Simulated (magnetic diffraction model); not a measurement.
# LaDy₄Al₁₅ below its ordering temperature

Space group R-3m (no. 166), a = 6.0570 Å, c = 36.1670 Å.

```csv
site,atom,x,y,z
6c,Dy,1/3,2/3,0.2663
6c,Dy,2/3,1/3,0.2022
3a,La,0,0,0
9e,Al,0,1/2,0
18h,Al,0.3064,0.1532,0.2663
18h,Al,0.6638,0.8319,0.1992
```

The compound is invented for this exercise: a known structure type with other elements, its cell scaled to their sizes and not relaxed.

Only Dy is taken to order (form factors of Dy3+); orders and moment sizes are assumed, and not adapted to the symmetry. Radiation: neutrons of λ = 2.567 Å (absorption by Dy left out), 3° to 80°; isotropic B of 0.59 Å² (Dy), 0.52 Å² (La) and 0.98 Å² (Al). Simulated constant-wavelength pattern: nuclear and magnetic terms add, the magnetic one as |2.695 fm × Σ f S⊥ exp(2πi Q·r) exp(−B s²)|², summed over all Q at one angle with the factor 1/(sin²θ cos θ). For a modulated order the moment at position r is S exp(−2πi k·r) + c.c., with S = m/2 for a sine wave of amplitude m and S = m(u + iv)/2 for moments turning in a plane, u and v being orthogonal unit vectors in it; the phase factor of the sum at Q = H + k is then exp(2πi H·r). Free-ion form factors, Sears's scattering lengths of 1992, no absorption; a label names one of the reflections at its angle. The strongest nuclear line in the range is 100, and lines under 0.2 are left out.

Above the ordering temperature:

```tsv
2θ (°)	index	I
12.22	(0 0 3)	7.7
24.59	(0 0 6)	3.5
29.52	(0 1 2)	5.3
32.86	(1 0 4)	85.4
35.19	(0 1 5)	10.8
37.25	(0 0 9)	0.3
40.81	(1 0 7)	48.8
44.02	(0 1 8)	47.5
50.15	(1 1 0)	78.5
50.41	(0 0 12)	0.7
51.07	(1 0 10)	11.0
51.82	(1 1 3)	2.6
54.87	(0 1 11)	32.1
56.63	(1 1 6)	5.3
58.77	(0 2 1)	2.3
59.27	(2 0 2)	15.5
61.27	(0 2 4)	97.3
62.74	(2 0 5)	29.2
64.10	(1 1 9)	0.6
64.33	(0 0 15)	78.7
66.57	(0 2 7)	100.0
67.26	(0 1 14)	0.4
```
(The table stops after 22 lines; 5 more lie at higher angle.)

Below it (cell unchanged):

```
2θ (°)     I
  7.01  51.2
 12.22   7.7
 14.11  39.0
 21.55   7.0
 22.70   7.2
 24.59   3.5
 25.60  45.4
 25.82  25.2
 26.79  21.9
 26.83   4.8
 29.52   5.3
 29.58  11.4
 30.41  11.1
 32.83  11.5
 32.86  85.4
 32.89  24.6
 33.62  10.4
 35.19  10.8
 35.87   2.3
 35.98   1.9
 36.60   2.2
 36.63   6.0
 37.25   0.3
 37.95  18.5
 38.75  14.1
 38.80   3.8
 39.41   1.6
 39.52   0.8
 40.81  48.8
 41.41   4.0
 42.14   1.6
 43.69   4.0
 43.99   2.5
 44.02  47.5
 45.54   3.9
 46.41   0.8
```
(The table stops after 36 lines; 54 more lie at higher angle.)

**Question.** Check that the new lines index with k = (0 1/4 0), then choose among these models:
A. moments turning in the plane of [010] and [001], 9.2 μB on Dy; signs + at (1/3, 2/3, 0.2663), + at (1/3, 2/3, 0.0670), + at (2/3, 1/3, 0.2022), − at (0, 0, 0.1311)
B. moments turning in the plane of [100] and [010], 9.2 μB on Dy; signs + at (1/3, 2/3, 0.2663), + at (1/3, 2/3, 0.0670), + at (2/3, 1/3, 0.2022), − at (0, 0, 0.1311)
C. a sine wave with moments along [010] (amplitudes given), 9.2 μB on Dy; signs + at (1/3, 2/3, 0.2663), + at (1/3, 2/3, 0.0670), + at (2/3, 1/3, 0.2022), − at (0, 0, 0.1311)
D. a sine wave with moments along [001] (amplitudes given), 9.2 μB on Dy; signs + at (1/3, 2/3, 0.2663), + at (1/3, 2/3, 0.0670), + at (2/3, 1/3, 0.2022), − at (0, 0, 0.1311)

The new lines index as (0 1/4 0) at 7.01°, (0 1/4 3) at 14.11°, (0 3/4 -1) at 21.55° and (0 3/4 2) at 22.70°, that is as H ± k with k = (0 1/4 0), one of 3 inequivalent arms of its star (k and −k counted as one), which a powder can't tell apart. Satellites come in pairs about each point of the reciprocal lattice.

Magnetic intensity, observed (below minus above) and for each model:

| 2θ (°) | index | observed | A | B | C | D |
| --- | --- | --- | --- | --- | --- | --- |
| 7.01 | (0 1/4 0) | 51.2 | 256.2 | 205.0 | 51.2 | 205.0 |
| 14.11 | (0 1/4 3) | 39.0 | 50.9 | 84.0 | 39.0 | 11.9 |
| 21.55 | (0 3/4 -1) | 7.0 | 31.5 | 26.3 | 7.0 | 24.5 |
| 25.60 | (0 1/4 6) | 45.4 | 49.1 | 92.7 | 45.4 | 3.7 |
| 25.82 | (1 -1/4 1) | 25.2 | 59.3 | 35.9 | 25.2 | 34.1 |
| 26.79 | (1 -3/4 2) | 21.9 | 48.8 | 32.4 | 21.9 | 26.9 |
| 32.89 | (1 -3/4 5) | 24.6 | 42.8 | 41.6 | 24.6 | 18.1 |
| 37.95 | (0 1/4 9) | 18.5 | 19.2 | 37.4 | 18.5 | 0.7 |

Model C matches.

The structure used: k = (0 1/4 0), a sine wave with moments along [010] (amplitudes given), 9.2 μB on Dy; signs + at (1/3, 2/3, 0.2663), + at (1/3, 2/3, 0.0670), + at (2/3, 1/3, 0.2022), − at (0, 0, 0.1311).

[Logs are printed without paths, hosts, clocks, repeated set-up lines and the standing remarks that a program may print on its own settings, such as how far it seeks lower states.]
